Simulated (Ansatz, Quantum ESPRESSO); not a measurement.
**LiIn (Fd-3m): zone-centre phonons**

Aim: the zone-centre modes of LiIn (Fd-3m).

Program: Quantum ESPRESSO 7.5. Level of theory: DFT LDA, scalar-relativistic, plane waves, JTH PAW pseudopotentials. Results are calculated unless marked as measured.

Most raw output is cut from this account.

The database entry behind the starting cell is an old determination (1933), so it need not match the best structure at ambient conditions.

## 1. Set-up

The structure is cubic, space group Fd-3m (No. 227). Conventional cell: a = 6.786 Å, b = 6.786 Å, c = 6.786 Å, α = 90.00°, β = 90.00°, γ = 90.00°. Nearest to Li lie 4 In at 2.94 Å and 4 Li at 2.94 Å. In has 4 Li at 2.94 Å and 4 In at 2.94 Å nearest. Farther neighbours are not listed.

## 2. A first look

Before anything dear is run, a loose run with smearing shows whether this is a metal and how far the cell is from rest.

probe.in reads:

```
 &control
    calculation='scf',
    prefix='x',
    outdir='./tmp',
    pseudo_dir='./pseudo',
    tprnfor=.true.,
    tstress=.true.,
    verbosity='high',
 /
 &system
    ibrav=0,
    nat=4,
    ntyp=2,
    ecutwfc=50.0,
    ecutrho=250.0,
    occupations='smearing',
    smearing='gaussian',
    degauss=0.01,
 /
 &electrons
    conv_thr=1.0d-07,
    mixing_beta=0.7,
    electron_maxstep=100,
 /
ATOMIC_SPECIES
 Li      6.9400  Li.upf
 In    114.8180  In.upf
CELL_PARAMETERS angstrom
    -3.393000000    0.000000000    3.393000000
     0.000000000    3.393000000    3.393000000
    -3.393000000    3.393000000    0.000000000
ATOMIC_POSITIONS crystal
 Li     0.000000000   0.000000000   0.000000000
 Li     0.750000000   0.750000000   0.750000000
 In     0.500000000   0.500000000   0.500000000
 In     0.250000000   0.250000000   0.250000000
K_POINTS automatic
 6 6 6 0 0 0
```

Started as:

```bash
$ OMP_NUM_THREADS=1 mpirun -n 8 pw.x -nk 8 -in probe.in > probe.out
```

The job ended after 3.6 s (8 MPI ranks of Arm Neoverse V2, shared host).

Numbers from this step:

| Quantity | Value |
| --- | --- |
| volume per atom | 19.53 Å³ |
| pressure | -2.485 GPa |
| gap on the k-mesh | 0 eV |

No gap opens on this mesh, so smearing is kept; the start stands at -2.5 GPa.

## 3. Relaxation

The harmonic expansion starts where the forces on the atoms vanish, and stress shifts the frequencies, so cell and atoms are relaxed with tight thresholds.

relax.in reads:

```
 &control
    calculation='vc-relax',
    prefix='x',
    outdir='./tmp',
    pseudo_dir='./pseudo',
    tprnfor=.true.,
    tstress=.true.,
    forc_conv_thr=2.0d-05,
    etot_conv_thr=1.0d-07,
    nstep=40,
 /
 &system
    ibrav=0,
    nat=4,
    ntyp=2,
    ecutwfc=50.0,
    ecutrho=250.0,
    occupations='smearing',
    smearing='mv',
    degauss=0.02,
 /
 &electrons
    conv_thr=1.0d-11,
    mixing_beta=0.7,
    electron_maxstep=100,
 /
 &ions
 /
 &cell
    press_conv_thr=0.1,
 /
ATOMIC_SPECIES
 Li      6.9400  Li.upf
 In    114.8180  In.upf
CELL_PARAMETERS angstrom
    -3.393000000    0.000000000    3.393000000
     0.000000000    3.393000000    3.393000000
    -3.393000000    3.393000000    0.000000000
ATOMIC_POSITIONS crystal
 Li     0.000000000   0.000000000   0.000000000
 Li     0.750000000   0.750000000   0.750000000
 In     0.500000000   0.500000000   0.500000000
 In     0.250000000   0.250000000   0.250000000
K_POINTS automatic
 8 8 8 0 0 0
```

Started as:

```bash
$ OMP_NUM_THREADS=1 mpirun -n 8 pw.x -nk 8 -in relax.in > relax.out
```

It took 53 s on 8 MPI ranks.

Relaxation path:

```
step  energy less that of the first step (eV)  largest force (eV/Å)  pressure (GPa)  volume (Å³)
   1                                   0.0000                0.0000           -2.35        78.12
   2                                  -0.0125                0.0000           -1.96        77.19
   3                                  -0.0268                0.0000           -1.34        75.81
   4                                  -0.0373                0.0000           -0.27        73.77
   5                                  -0.0377                0.0000            0.02        73.26
   6                                  -0.0377                0.0000            0.00        73.30
   7                                  -0.0377                0.0000            0.00        73.30
   8                                  -0.0238                0.0000            0.16        73.30
```

```
conventional cell, symmetrised  before  after  change
                         a (Å)   6.786  6.643  -2.1 %
                         b (Å)   6.786  6.643  -2.1 %
                         c (Å)   6.786  6.643  -2.1 %
              volume (Å³/atom)   19.53  18.32  -6.2 %
```

The relaxed structure:

```cif
data_structure
_symmetry_space_group_name_H-M 'P 1'
_symmetry_Int_Tables_number 1
_cell_length_a 4.6975
_cell_length_b 4.6975
_cell_length_c 4.6975
_cell_angle_alpha 60.000
_cell_angle_beta 60.000
_cell_angle_gamma 60.000
_cell_volume 73.30
loop_
_atom_site_label
_atom_site_type_symbol
_atom_site_fract_x
_atom_site_fract_y
_atom_site_fract_z
_atom_site_occupancy
Li1 Li 0.00000 0.00000 0.00000 1
Li2 Li 0.75000 0.75000 0.75000 1
In3 In 0.50000 0.50000 0.50000 1
In4 In 0.25000 0.25000 0.25000 1
```

The last row of the table of steps is pw.x's closing run on a basis chosen anew for the final cell, so its energy can jump.

This step gave:

```
volume per atom : 18.32 Å³
pressure        : 0.162 GPa
```

The volume changes by -6.2 % from the cell with which this run began.

## 4. Self-consistent run for the response

The response is built on this ground state, so it is converged far tighter than an energy would need. Smearing stays on, as the first look found no gap above 0.3 eV.

scf.in reads:

```
 &control
    calculation='scf',
    prefix='x',
    outdir='./tmp',
    pseudo_dir='./pseudo',
    tprnfor=.true.,
    tstress=.true.,
 /
 &system
    ibrav=0,
    nat=4,
    ntyp=2,
    ecutwfc=50.0,
    ecutrho=250.0,
    occupations='smearing',
    smearing='mv',
    degauss=0.02,
 /
 &electrons
    conv_thr=1.0d-12,
    mixing_beta=0.7,
    electron_maxstep=100,
 /
ATOMIC_SPECIES
 Li      6.9400  Li.upf
 In    114.8180  In.upf
CELL_PARAMETERS angstrom
    -3.321650212    0.000000000    3.321650212
     0.000000000    3.321650212    3.321650212
    -3.321650212    3.321650212    0.000000000
ATOMIC_POSITIONS crystal
 Li     0.000000000   0.000000000   0.000000000
 Li     0.750000000   0.750000000   0.750000000
 In     0.500000000   0.500000000   0.500000000
 In     0.250000000   0.250000000   0.250000000
K_POINTS automatic
 8 8 8 0 0 0
```

Started as:

```bash
$ OMP_NUM_THREADS=1 mpirun -n 8 pw.x -nk 8 -in scf.in > scf.out
```

Run time: 5.8 s. Hardware: 8 MPI ranks.

The cell stands at 0.16 GPa, close enough for phonons.

## 5. Zone-centre response

At q = 0 one unit cell holds all displacements; symmetry groups them into irreducible representations that are solved one by one. With smeared occupations no response to a homogeneous field can be asked.

ph.in reads:

```
phonons
 &inputph
    prefix='x',
    outdir='./tmp',
    fildyn='g.dyn',
    tr2_ph=1.0d-18,
    alpha_mix(1)=0.4,
    nmix_ph=8,
 /
0.000000000 0.000000000 0.000000000
```

Started as:

```bash
$ OMP_NUM_THREADS=1 mpirun -n 8 ph.x -nk 8 -in ph.in > ph.out
```

Run time: 2.8 min. Hardware: 8 MPI ranks.

Numbers from this step:

```
largest acoustic frequency at the zone centre before the sum rule : -1.18 cm⁻¹
highest optical zone-centre mode (no LO-TO term)                  : 291.1 cm⁻¹
lowest optical zone-centre mode                                   : 140.4 cm⁻¹
```

The acoustic modes at Γ come out as far as 1.2 cm⁻¹ from zero, where they should vanish, a small numerical error.

## 6. Zone-centre analysis

A rigid shift of the crystal must cost nothing, but grids and finite bases break this; the acoustic sum rule is imposed before the matrix is diagonalised again.

dynmat.in reads:

```
 &input
    fildyn='g.dyn',
    asr='simple',
    fileig='dynmat.eig',
 /
```

Started as:

```bash
$ dynmat.x -in dynmat.in > dynmat.out
```

Elapsed: 0.47 s, on 1 thread.

Unit eigenvectors of the mass-weighted matrix after the sum rule; no LO-TO term. The modes at Γ (shares of kinetic energy by element, %):

```
mode  frequency (cm⁻¹)  symmetry  Li %  In %
   1               0.0  acoustic     6    94
   2               0.0  acoustic     6    94
   3               0.0  acoustic     6    94
   4             140.4       T2g     1    99
   5             140.4       T2g     1    99
   6             140.4       T2g     1    99
   7             201.0       T1u    94     6
   8             201.0       T1u    94     6
   9             201.0       T1u    94     6
  10             291.1       T2g    99     1
  11             291.1       T2g    99     1
  12             291.1       T2g    99     1
```

Displacements in mode 4 (140.4 cm⁻¹), the largest set to 1:
```
Li1 -0.12 -0.46 -0.16
Li2  0.12  0.46  0.16
In3  0.27  1.00  0.36
In4 -0.27 -1.00 -0.36
```

Displacements in mode 11 (291.1 cm⁻¹), the largest set to 1:
```
Li1  1.00  0.96  0.00
Li2 -1.00 -0.96  0.00
In3  0.03  0.03  0.00
In4 -0.03 -0.03  0.00
```

The rule moves no optical mode by more than 0.1 cm⁻¹.

## 7. Sum rules set otherwise: a sum rule for molecules or wires on a crystal

This rule also removes rotations, which suits molecules and not a crystal; it is tried to see the harm.

dynmat.in reads:

```
 &input
    fildyn='g.dyn',
    asr='zero-dim',
    fileig='dynmat.eig',
 /
```

Started as:

```bash
$ dynmat.x -in dynmat.in > dynmat.out
```

Run time: 0.47 s. Hardware: 1 thread.

The program raised no error, yet the settings are not those of a careful run.

The fault: a sum rule for molecules or wires on a crystal; 2 optical modes are projected out to zero frequency, as if they were rotations.

For a crystal the rule has to be 'simple' or 'crystal'.

Zone-centre frequencies as printed; negative means imaginary. Modes:

```
mode  frequency (cm⁻¹)
   1                 0
   2                 0
   3                 0
   4                 0
   5                 0
   6             140.4
   7               201
   8               201
   9               201
  10             226.2
  11             226.2
  12             291.1
```

## 8. Sum rules set otherwise (asr no)

Without the rule the raw error of the acoustic modes shows.

dynmat.in reads:

```
 &input
    fildyn='g.dyn',
    asr='no',
    fileig='dynmat.eig',
 /
```

Started as:

```bash
$ dynmat.x -in dynmat.in > dynmat.out
```

It took 0.47 s on 1 thread.

Zone-centre frequencies as printed; negative means imaginary. Modes:

```
mode  frequency (cm⁻¹)
   1             -1.18
   2             -1.18
   3             -1.18
   4             140.4
   5             140.4
   6             140.4
   7               201
   8               201
   9               201
  10             291.1
  11             291.1
  12             291.1
```

Against the first rule no mode moves by more than 1.2 cm⁻¹.

## 9. The same in Ansatz

The same cell goes through another code, with its own cutoff. The potentials differ. Its k mesh is centred on Γ.

This step: DFT LDA, scalar-relativistic, plane waves, PAW (Ansatz 0.2.0).

input.yaml reads:

```yaml
crystal:
  lattice:
    - [-3.321650212, 0.0, 3.321650212]
    - [0.0, 3.321650212, 3.321650212]
    - [-3.321650212, 3.321650212, 0.0]
  atoms:
    - { symbol: Li, position: [0.0, 0.0, 0.0] }
    - { symbol: Li, position: [0.75, 0.75, 0.75] }
    - { symbol: In, position: [0.5, 0.5, 0.5] }
    - { symbol: In, position: [0.25, 0.25, 0.25] }
kpoints:
  mp_grid: { grid: [8, 8, 8] }
hamiltonian:
  xc: lda
scf:
  occupations: { method: cold, width: 0.27211 }
output:
  eigenvalues: true
phonons:
  method: dfpt
```

Started as:

```bash
$ ansatz run input.yaml --threads 8 --pin off --max-ram 16384MiB --backend cpu --events-out ev --progress --plain --runs-dir out
```

Run time: 4.2 s. Hardware: 8 threads; peak memory 0.69 GiB; 28 s of CPU time.

This step gave:

| Item | Value |
| --- | --- |
| sum-rule residual before enforcement | 1.39e-5 eV/Å² |
| highest optical zone-centre mode (no LO-TO term) | 290.6 cm⁻¹ |
| lowest optical zone-centre mode | 140.7 cm⁻¹ |

## 10. The two compared: QE JTH and Ansatz, PAW

Numbers from this step:

```yaml
root_mean_square_difference: 0.49 cm⁻¹
largest_difference: 0.59 cm⁻¹
```

Frequencies side by side, by row:

```
q (reciprocal lattice)  mode  QE JTH (cm⁻¹)  Ansatz, PAW (cm⁻¹)
                 0 0 0     1              0                   0
                 0 0 0     2              0                   0
                 0 0 0     3              0                   0
                 0 0 0     4          140.4               140.7
                 0 0 0     5          140.4               140.7
                 0 0 0     6          140.4               140.7
                 0 0 0     7            201               200.4
                 0 0 0     8            201               200.4
                 0 0 0     9            201               200.4
                 0 0 0    10          291.1               290.6
                 0 0 0    11          291.1               290.6
                 0 0 0    12          291.1               290.6
```

At the zone centre the largest difference (acoustic modes at Γ apart) is 0.2 % of the highest mode.

## 11. What came out

```yaml
space_group_after_relaxation: Fd-3m
volume_per_atom: 18.3 Å³
highest_optical_zone_centre_mode_no_lo_to_term: 291.1 cm⁻¹
lowest_optical_zone_centre_mode: 140.4 cm⁻¹
imaginary_optical_modes_at_the_zone_centre_no_q_mesh_in_this_session: none
largest_difference_from_ansatz_paw: 0.59 cm⁻¹
```

What this shows: At the LDA level the optical modes of LiIn (Fd-3m) at the zone centre run from 140 to 291 cm⁻¹. Of the 9 optical modes, 6 are Raman active alone and 3 are infrared active alone; inversion symmetry keeps the two sets apart. QE JTH and Ansatz, PAW agree to 0.59 cm⁻¹ (0.2 % of the highest mode compared) on all solved modes but the acoustic ones at Γ, without the LO-TO term. These are harmonic frequencies at zero temperature: anharmonic shifts and linewidths and thermal expansion are left out. In a metal the frequencies hang on the k mesh and the smearing, most of all near Kohn anomalies.

[Host names and launcher messages were left out of these logs when they were recorded.]

[Logs are printed without paths, hosts, clocks, repeated set-up lines and the standing remarks that a program may print on its own settings, such as how far it seeks lower states.]

[Hosts, paths, dates, database ids (printed as entryN), source tags and the programs' standing remarks are cut or masked in the printed files.]
